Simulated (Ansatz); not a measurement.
# F on Ir(111): change of the work function

How does F on the fcc site change the work function of Ir(111) as the layer fills?

Method: plane-wave DFT, PBE, Ansatz PAW, in Ansatz 0.2.0.

This is a report of a sequence of runs, with most program output left out.

**1. The starting structure**

The cell holds 4 atoms: 4 Ir. Cell: a = 2.715 Å, b = 2.715 Å, c = 24.651 Å, α = 90.0°, β = 90.0°, γ = 60.0°. Vacuum lies along c.

**2. The clean slab**

The bare slab comes first, as the zero from which every change is counted. The two lowest layers are held at bulk places and the upper ones relax. The dipole correction removes the false field that a one-sided slab makes across the periodic vacuum, so each face gets a flat vacuum level of its own.

File input.yaml:

```yaml
crystal:
  lattice:
    - [2.7152900398, 0.0, 0.0]
    - [1.3576450199, 2.3515101531, 0.0]
    - [0.0, 0.0, 24.6510751011]
  atoms:
    - { symbol: Ir, position: [0.0, 0.0, 0.3650956383] }
    - { symbol: Ir, position: [0.3333333333, 0.3333333333, 0.4550318794] }
    - { symbol: Ir, position: [0.6666666667, 0.6666666667, 0.5449681206] }
    - { symbol: Ir, position: [0.0, 0.0, 0.6349043617] }
kpoints:
  mp_grid: { grid: [12, 12, 1] }
hamiltonian:
  xc: pbe
scf:
  occupations: { method: fermi_dirac, width: 0.1 }
  convergence: { dr2_threshold: 1.0e-08 }
efield:
  axis: 3
  dipole_correction: true
  ramp_position: 0.97
  ramp_width: 0.06
relax:
  f_tol: 0.02
  max_steps: 60
  constraints: [{ sites: [0, 1] }]
output:
  write_potential: true
  write_density: true
  volumetric_format: npy
```

On the command line:

```console
> ansatz run input.yaml --threads 4 --pin off --max-ram 6144MiB --backend cpu --events-out ev --progress --plain --runs-dir out
```

Wall time 5.3 s (4 threads of Intel Xeon 6975P-C (Granite Rapids), shared host); peak memory 0.55 GiB; 17 s of CPU time.

Relaxation path:

| step | energy less that of the first step (eV) | largest force component (eV/Å) |
| --- | --- | --- |
| 1 | 0.0000 | 0.1352 |
| 2 | 0.0012 | 0.2063 |
| 3 | -0.0009 | 0.0028 |

Relaxation step 2 was tried and not accepted.

The run keeps the 6 symmetry operations that it works with, so distortions that break them were not tested.

The atoms that moved most (Å):

| atom | dx | dy | dz | length |
| --- | --- | --- | --- | --- |
| Ir4 | 0.000 | 0.000 | -0.016 | 0.016 |

This step gave:

- energy at zero smearing: -47739.4651 eV
- work function, upper face: 5.486 eV
- dipole along the normal: 2.68e-4 e·Å

Running mean over 2.217 Å of the planar mean; the ramp of the sawtooth is left out. The electron's electrostatic potential energy less the Fermi level by z:

| z (Å) | electron's electrostatic potential energy less the Fermi level (eV) |
| --- | --- |
| 3.5 | 5.49 |
| 4.0 | 5.49 |
| 4.5 | 5.49 |
| 5.0 | 5.49 |
| 5.5 | 5.47 |
| 6.0 | 5.42 |
| 6.5 | 5.19 |
| 7.0 | 4.28 |
| 7.5 | 0.793 |
| 8.0 | -5.49 |
| 8.5 | -10.8 |
| 9.0 | -12.7 |
| 9.5 | -13.1 |
| 10.0 | -13.3 |
| 10.5 | -13.4 |
| 11.0 | -13.5 |
| 11.5 | -13.6 |
| 12.0 | -13.6 |
| 12.5 | -13.6 |
| 13.0 | -13.6 |
| 13.5 | -13.6 |
| 14.0 | -13.6 |
| 14.5 | -13.5 |
| 15.0 | -13.3 |
| 15.5 | -12.9 |
| 16.0 | -11.7 |
| 16.5 | -7.22 |
| 17.0 | -0.753 |
| 17.5 | 3.68 |
| 18.0 | 5.04 |
| 18.5 | 5.38 |
| 19.0 | 5.46 |
| 19.5 | 5.48 |
| 20.0 | 5.48 |
| 20.5 | 5.49 |
| 21.0 | 5.49 |
| 21.5 | 5.49 |

The relaxation took 3 steps and lowered the energy by 9.4e-4 eV; the largest force on the free atoms ends at 0.0028 eV/Å.

The work function of the upper face is 5.49 eV.

**3. The covered slab, k-mesh 6×6×1, coverage 0.25 ML**

System of this step: Ir16F (F/Ir(111)). The cell holds 17 atoms: 16 Ir and 1 F. Its edges and angles: a = 5.431 Å, b = 5.431 Å, c = 25.940 Å, α = 90.0°, β = 90.0°, γ = 60.0°. Vacuum lies along c.

The clean slab as it ended is repeated in the plane and the adsorbate is set on one face; the cell's size fixes the coverage, and the k-mesh shrinks with it to keep the sampling density about even. Adsorbate and upper layers relax, since the dipole depends on the height.

File input.yaml:

```yaml
crystal:
  lattice:
    - [5.4305800796, 0.0, 0.0]
    - [2.7152900398, 4.7030203062, 0.0]
    - [0.0, 0.0, 25.9397185347]
  atoms:
    - { symbol: Ir, position: [0.0, 0.0, 0.3469582751] }
    - { symbol: Ir, position: [0.1666666667, 0.1666666667, 0.4324266286] }
    - { symbol: Ir, position: [0.3333333333, 0.3333333333, 0.5177954863] }
    - { symbol: Ir, position: [0.0, 0.0, 0.6027545313] }
    - { symbol: Ir, position: [0.0, 0.5, 0.3469582751] }
    - { symbol: Ir, position: [0.1666666667, 0.6666666667, 0.4324266286] }
    - { symbol: Ir, position: [0.3333333333, 0.8333333333, 0.5177954863] }
    - { symbol: Ir, position: [0.0, 0.5, 0.6027545313] }
    - { symbol: Ir, position: [0.5, 0.0, 0.3469582751] }
    - { symbol: Ir, position: [0.6666666667, 0.1666666667, 0.4324266286] }
    - { symbol: Ir, position: [0.8333333333, 0.3333333333, 0.5177954863] }
    - { symbol: Ir, position: [0.5, 0.0, 0.6027545313] }
    - { symbol: Ir, position: [0.5, 0.5, 0.3469582751] }
    - { symbol: Ir, position: [0.6666666667, 0.6666666667, 0.4324266286] }
    - { symbol: Ir, position: [0.8333333333, 0.8333333333, 0.5177954863] }
    - { symbol: Ir, position: [0.5, 0.5, 0.6027545313] }
    - { symbol: F, position: [0.1666666667, 0.1666666667, 0.6530417249] }
kpoints:
  mp_grid: { grid: [6, 6, 1] }
hamiltonian:
  xc: pbe
scf:
  occupations: { method: fermi_dirac, width: 0.1 }
  convergence: { dr2_threshold: 1.0e-08 }
efield:
  axis: 3
  dipole_correction: true
  ramp_position: 0.97
  ramp_width: 0.06
relax:
  f_tol: 0.02
  max_steps: 60
  constraints: [{ sites: [0, 1, 4, 5, 8, 9, 12, 13] }]
output:
  dos: { projected: true, e_range: [-8, 4] }
  write_potential: true
  write_density: true
  volumetric_format: npy
  elf: true
```

It took 63 s on 4 threads; peak memory 2.7 GiB.

This run has no spin polarisation although its electron count is odd.

Step by step:

| step | energy less that of the first step (eV) | largest force component (eV/Å) |
| --- | --- | --- |
| 1 | 0.0000 | 5.0773 |
| 2 | -0.8109 | 2.0571 |
| 3 | -1.0715 | 0.3460 |
| 4 | -1.0854 | 0.1121 |
| 5 | -1.0863 | 0.0245 |
| 6 | -1.0864 | 0.0004 |

Forces are held to the 6 operations that the run works with; a distortion that breaks them can't arise in this run.

The atoms that moved most (Å):

| atom | dx | dy | dz | length |
| --- | --- | --- | --- | --- |
| F17 | 0.000 | 0.000 | 0.430 | 0.430 |
| Ir15 | 0.000 | 0.000 | 0.097 | 0.097 |
| Ir16 | 0.000 | 0.000 | -0.024 | 0.024 |
| Ir11 | 0.001 | 0.000 | -0.016 | 0.016 |
| Ir7 | 0.000 | 0.001 | -0.016 | 0.016 |
| Ir3 | -0.001 | 0.000 | -0.016 | 0.016 |
| Ir4 | -0.011 | -0.006 | 0.005 | 0.013 |
| Ir8 | 0.000 | 0.013 | 0.005 | 0.013 |

Final coordinates:

```xyz
17
Lattice="5.4306 0.0000 0.0000 2.7153 4.7030 0.0000 0.0000 0.0000 25.9397" Properties=species:S:1:pos:R:3
Ir    0.0000    0.0000    9.0000
Ir    1.3576    0.7838   11.2170
Ir    2.7146    1.5673   13.4158
Ir   -0.0109   -0.0063   15.6401
Ir    1.3576    2.3515    9.0000
Ir    2.7153    3.1353   11.2170
Ir    4.0729    3.9200   13.4158
Ir    1.3576    2.3641   15.6401
Ir    2.7153    0.0000    9.0000
Ir    4.0729    0.7838   11.2170
Ir    5.4313    1.5673   13.4158
Ir    2.7262   -0.0063   15.6401
Ir    4.0729    2.3515    9.0000
Ir    5.4306    3.1353   11.2170
Ir    6.7882    3.9192   13.5286
Ir    4.0729    2.3515   15.6118
F     1.3576    0.7838   17.3696
```

Numbers from this step:

| Item | Value |
| --- | --- |
| energy at zero smearing | -191765.3258 eV |
| work function, upper face | 6.117 eV |
| work function, lower face | 5.526 eV |
| dipole along the normal | -0.08342 e·Å |
| step between the vacuum levels | 0.5910 eV |

Running mean over 2.217 Å of the planar mean; the ramp of the sawtooth is left out. Electron's electrostatic potential energy less the Fermi level against z:

z (Å), electron's electrostatic potential energy less the Fermi level (eV) and a bar from the least value:
```
      3.5        5.5 #############################
      4.0        5.5 #############################
      4.5        5.5 #############################
      5.0        5.5 #############################
      5.5        5.5 #############################
      6.0        5.4 #############################
      6.5        5.2 #############################
      7.0        4.3 ###########################
      7.5        0.8 ######################
      8.0       -5.5 #############
      8.5      -10.8 ####
      9.0      -12.7 ##
      9.5      -13.1 #
     10.0      -13.3 #
     10.5      -13.4 #
     11.0      -13.5 
     11.5      -13.5 
     12.0      -13.5 
     12.5      -13.5 
     13.0      -13.5 
     13.5      -13.6 
     14.0      -13.7 
     14.5      -13.8 
     15.0      -13.6 
     15.5      -13.1 #
     16.0      -12.1 ###
     16.5       -8.1 #########
     17.0       -1.7 ##################
     17.5        2.9 #########################
     18.0        4.5 ############################
     18.5        5.4 #############################
     19.0        6.0 ##############################
     19.5        6.1 ##############################
     20.0        6.1 ##############################
     20.5        6.1 ##############################
     21.0        6.1 ##############################
     21.5        6.1 ##############################
     22.0        6.1 ##############################
     22.5        6.1 ##############################
```

The density of states has structure finer than the step of the table below, so its rows give means over 0.25 eV, whole bins alone (the curve runs from -8 to 1.98 eV). Peaks (eV: height): -4.330: 46.6, -3.490: 38.7, -3.400: 44.7, -3.280: 38.3, -3.130: 38.3, -2.050: 37.4, 0.330: 47.1.

Density of states against energy, zero at the Fermi level; means over each step:

energy (eV), density of states (states/eV a cell) and a bar from the least value:
```
    -7.75        4.6 #
    -7.50       10.6 ########
    -7.25       12.4 ##########
    -7.00       13.3 ###########
    -6.75       17.5 ################
    -6.50       18.6 #################
    -6.25       20.6 ###################
    -6.00       15.0 #############
    -5.75       15.3 #############
    -5.50       16.2 ##############
    -5.25       14.7 #############
    -5.00       24.8 ########################
    -4.75       20.0 ###################
    -4.50       15.2 #############
    -4.25       18.9 #################
    -4.00       24.6 ########################
    -3.75       21.4 ####################
    -3.50       29.7 ##############################
    -3.25       27.7 ############################
    -3.00       28.3 ############################
    -2.75       17.2 ################
    -2.50       15.4 #############
    -2.25       15.3 #############
    -2.00       27.6 ############################
    -1.75       14.5 ############
    -1.50       13.3 ###########
    -1.25       18.0 ################
    -1.00       19.0 ##################
    -0.75       23.2 ######################
    -0.50       20.8 ####################
    -0.25       13.0 ###########
     0.00       15.7 ##############
     0.25       21.7 #####################
     0.50       23.3 #######################
     0.75       22.9 ######################
     1.00       19.5 ##################
     1.25       12.5 ##########
     1.50        7.0 ####
     1.75        3.9
```

Projected DOS per atom over height of the atomic layer and energy from the Fermi level. Layers: Ir4 Ir4 Ir4 Ir4 F from below.

Ten even steps from '0' (0.06 states/eV) to '9' (3.66 states/eV), each cell a mean:
```
00000
11120
24430
33330
31130
32230
42240
31230
42230
31130
42230
54441
34430
23321
22315
22229
22223
22211
23321
13310
02210
00100
```
Columns: height of the atomic layer (Å) from 9 to 17.4 (not evenly spaced); rows upwards: energy from the Fermi level (eV) from -7.96 to 1.95.

ELF in the ca plane at fractional y = 0.167, with atoms of Ir and F within 0.2 Å of it. It is the smooth field of the valence electrons, not physical close to the nuclei.

Values, 8 rows by 16 columns, each cell a mean:
```
0.41 0.31 0.29 0.30 0.35 0.37 0.32 0.42 0.17 0.11 0.02 0.00 0.00 0.00 0.00 0.00
0.31 0.29 0.43 0.41 0.31 0.30 0.26 0.32 0.24 0.03 0.00 0.00 0.00 0.00 0.00 0.00
0.33 0.29 0.54 0.51 0.29 0.26 0.19 0.34 0.28 0.06 0.00 0.00 0.00 0.00 0.00 0.00
0.32 0.29 0.45 0.42 0.30 0.28 0.25 0.33 0.25 0.03 0.00 0.00 0.00 0.00 0.00 0.00
0.41 0.31 0.29 0.30 0.35 0.37 0.32 0.42 0.17 0.10 0.02 0.00 0.00 0.00 0.00 0.00
0.31 0.29 0.43 0.41 0.31 0.30 0.25 0.29 0.38 0.64 0.15 0.00 0.00 0.00 0.00 0.00
0.33 0.29 0.54 0.52 0.29 0.26 0.19 0.24 0.55 0.73 0.26 0.01 0.00 0.00 0.00 0.00
0.32 0.29 0.45 0.42 0.30 0.29 0.25 0.29 0.40 0.66 0.16 0.01 0.00 0.00 0.00 0.00
```
Columns run along c (16.0 Å, from fractional 0.33 to 0.94 of the cell), rows up along a (5.4 Å). Atoms in or near the plane, at fractional coordinates: Ir at (0.43, 0.17), Ir at (0.43, 0.67), F at (0.67, 0.17).

Valence density in the ca plane at fractional y = 0.167, with atoms of Ir and F within 0.2 Å of it. It is the smooth field of the valence electrons, not physical close to the nuclei.

Values in units of 1e0 e/Å³, 8 rows by 16 columns, each cell a mean:
```
1.5 0.7 0.4 0.4 0.9 1.4 0.6 1.6 0.2 0.0 0.0 0.0 0.0 0.0 0.0 0.0
0.7 0.5 2.2 1.8 0.5 0.7 0.4 0.7 0.2 0.0 0.0 0.0 0.0 0.0 0.0 0.0
0.3 0.4 5.8 4.8 0.4 0.3 0.2 0.3 0.1 0.0 0.0 0.0 0.0 0.0 0.0 0.0
0.7 0.5 2.5 2.1 0.5 0.6 0.4 0.7 0.2 0.0 0.0 0.0 0.0 0.0 0.0 0.0
1.5 0.7 0.4 0.4 0.9 1.4 0.6 1.6 0.2 0.0 0.0 0.0 0.0 0.0 0.0 0.0
0.7 0.5 2.2 1.8 0.6 0.7 0.4 0.7 0.7 1.0 0.0 0.0 0.0 0.0 0.0 0.0
0.3 0.4 5.8 4.8 0.4 0.3 0.2 0.3 3.1 5.5 0.1 0.0 0.0 0.0 0.0 0.0
0.7 0.5 2.5 2.1 0.5 0.6 0.4 0.7 0.9 1.3 0.0 0.0 0.0 0.0 0.0 0.0
```
Columns run along c (16.0 Å, from fractional 0.33 to 0.94 of the cell), rows up along a (5.4 Å). Atoms in or near the plane, at fractional coordinates: Ir at (0.43, 0.17), Ir at (0.43, 0.67), F at (0.67, 0.17).

Electrostatic potential energy in the ca plane at fractional y = 0.167, with atoms of Ir and F within 0.2 Å of it. With pseudopotentials it is smooth inside the atoms' cores, unlike the true potential.

Ten even steps from '0' (-46 eV) to '9' (11 eV), each cell a mean:
```
63368888888863357864357999999999999999999999
64468887788864357874358999999999999999999999
86678852247876678887678999999999999999999999
98888610005888889988889999999999999999999999
99898500004888899998899999999999999999999999
88888610015888889988889999999999999999999999
76678863358876678876578999999999999999999999
63368888888863357864357999999999999999999999
64468887788864357874358999999999999999999999
86678852247876678887678988999999999999999999
98888610005888889998888622699999999999999999
99898500004888899998888401499999999999999999
88888610015888889988888633799999999999999999
76678863358876678876678989999999999999999999
```
Columns run along c (16.0 Å, from fractional 0.33 to 0.94 of the cell; values clipped at the 3rd and 97th percentile), rows up along a (5.4 Å). Atoms in or near the plane, at fractional coordinates: Ir at (0.43, 0.17), Ir at (0.43, 0.67), F at (0.67, 0.17).

The relaxation took 6 steps and lowered the energy by 1.1 eV; the largest force on the free atoms ends at 4.5e-4 eV/Å.

By hand: a sheet of dipoles makes a step −p/(ε₀A) in the electron's potential. With e/ε₀ = 180.95 V·Å, p = -0.08342 e·Å and A = 25.54 Å², that is −180.95 × (-0.08342) / 25.54 = +0.591 eV, and the two vacuum levels of the run differ by +0.591 eV.

The covered face has 6.12 eV, +0.63 eV against the clean one; the bare back face has moved by +0.03 eV, a measure of how thin the slab is.

**4. The covered slab, k-mesh 12×12×1, coverage 1 ML**

System of this step: Ir4F (F/Ir(111)). The cell holds 5 atoms: 4 Ir and 1 F. Cell: a = 2.715 Å, b = 2.715 Å, c = 25.940 Å, α = 90.0°, β = 90.0°, γ = 60.0°. Vacuum lies along c.

Another coverage, to see how the dipoles act on each other as their distance changes.

input.yaml, the sections that differ from step 3:

```yaml
crystal:
  lattice:
    - [2.7152900398, 0.0, 0.0]
    - [1.3576450199, 2.3515101531, 0.0]
    - [0.0, 0.0, 25.9397185347]
  atoms:
    - { symbol: Ir, position: [0.0, 0.0, 0.3469582751] }
    - { symbol: Ir, position: [0.3333333333, 0.3333333333, 0.4324266286] }
    - { symbol: Ir, position: [0.6666666667, 0.6666666667, 0.5177954863] }
    - { symbol: Ir, position: [0.0, 0.0, 0.6027545313] }
    - { symbol: F, position: [0.3333333333, 0.3333333333, 0.6530417249] }
kpoints:
  mp_grid: { grid: [12, 12, 1] }
relax:
  f_tol: 0.02
  max_steps: 60
  constraints: [{ sites: [0, 1] }]
output:
  write_potential: true
  write_density: true
  volumetric_format: npy
# hamiltonian, scf, efield: as in step 3
```

Wall time 11 s (4 threads); peak memory 0.55 GiB.

Step by step:

| step | energy less that of the first step (eV) | largest force component (eV/Å) |
| --- | --- | --- |
| 1 | 0.0000 | 6.7426 |
| 2 | -1.0362 | 1.7910 |
| 3 | -1.1351 | 0.7566 |
| 4 | -1.1490 | 0.4327 |
| 5 | -1.1532 | 0.0236 |
| 6 | -1.1533 | 0.0015 |

The run keeps the 6 symmetry operations that it works with, so distortions that break them were not tested.

The atoms that moved most (Å):

| atom | dx | dy | dz | length |
| --- | --- | --- | --- | --- |
| F5 | 0.000 | 0.000 | 0.352 | 0.352 |
| Ir3 | 0.000 | 0.000 | 0.037 | 0.037 |
| Ir4 | 0.000 | 0.000 | -0.036 | 0.036 |

The relaxed structure:

```xyz
5
Lattice="2.7153 0.0000 0.0000 1.3576 2.3515 0.0000 0.0000 0.0000 25.9397" Properties=species:S:1:pos:R:3
Ir    0.0000    0.0000    9.0000
Ir    1.3576    0.7838   11.2170
Ir    2.7153    1.5677   13.4686
Ir    0.0000    0.0000   15.5990
F     1.3576    0.7838   17.2914
```

This step gave:

| Quantity | Value |
| --- | --- |
| energy at zero smearing | -48546.5327 eV |
| work function, upper face | 8.057 eV |
| work function, lower face | 5.570 eV |
| dipole along the normal | -0.08776 e·Å |
| step between the vacuum levels | 2.487 eV |

Running mean over 2.217 Å of the planar mean; the ramp of the sawtooth is left out. Table of electron's electrostatic potential energy less the Fermi level by z:

z (Å), electron's electrostatic potential energy less the Fermi level (eV) and a bar from the least value:
```
        4        5.6 ###########################
        5        5.6 ###########################
        6        5.5 ###########################
        7        4.3 #########################
        8       -5.5 ############
        9      -12.7 ##
       10      -13.3 #
       11      -13.4 #
       12      -13.2 ##
       13      -13.5 #
       14      -14.3 
       15      -14.4 
       16      -13.3 ##
       17       -3.9 ##############
       18        3.4 ########################
       19        7.8 ##############################
       20        8.1 ##############################
       21        8.1 ##############################
       22        8.1 ##############################
```

The relaxation took 6 steps and lowered the energy by 1.2 eV; the largest force on the free atoms ends at 0.0015 eV/Å.

The covered face has 8.06 eV, +2.57 eV against the clean one; the bare back face has moved by +0.08 eV, a measure of how thin the slab is.

**5. Work function against coverage**

This step: plane-wave DFT, PBE, Ansatz PAW; work function against coverage (Ansatz 0.2.0).

The runs are now put side by side.

This step gave:

```yaml
work_function_of_the_clean_face: 5.486 eV
largest_change_of_the_work_function: 2.571 eV
```

Work function of the covered face against coverage:

| coverage (adsorbates/nm²) | work function of the covered face (eV) |
| --- | --- |
| 0.00 | 5.49 |
| 3.92 | 6.12 |
| 15.66 | 8.06 |

The dipole per adsorbate comes from the change of the cell's dipole. Coverage, by row:

| coverage (1/nm²) | coverage (ML) | work function (eV) | change (eV) | dipole per adsorbate, positive end outwards (debye) | mean height of the added atoms over the highest substrate atom (Å) |
| --- | --- | --- | --- | --- | --- |
| 3.915 | 0.25 | 6.117 | 0.6307 | -0.406 | 1.729 |
| 15.66 | 1 | 8.057 | 2.571 | -0.423 | 1.692 |

**6. Summary of results**

| Property | Result |
| --- | --- |
| work function of the clean face | 5.49 eV |
| work function at 0.25 ML | 6.12 eV |
| work function at 1 ML | 8.06 eV |
| dipole per adsorbate at 0.25 ML, positive end outwards | -0.41 D |

**Reading.** F raises the work function of Ir(111) at the lowest coverage, by 0.63 eV: the adsorbate layer has its negative end outwards. The slab has 4 layers, at the tabulated experimental lattice constant, one starting site was run, and quantum-size effects of a slab this thin can reach one or two tenths of an eV.

[Logs are printed without paths, hosts, clocks, repeated set-up lines and the standing remarks that a program may print on its own settings, such as how far it seeks lower states.]

[Hosts, paths, dates, database ids (printed as entryN), source tags and the programs' standing remarks are cut or masked in the printed files.]

[Maps of the electrostatic potential energy from Ansatz leave out the sawtooth potential of an applied field or a dipole correction, so their vacuum need not be flat; planar profiles and work functions include it.]

[The density of states shown here was stored with 400 of the rows of the run's finer table, so its peaks can read low, often by over a quarter, or be missed, and its means over a window can be off by a tenth or more.]
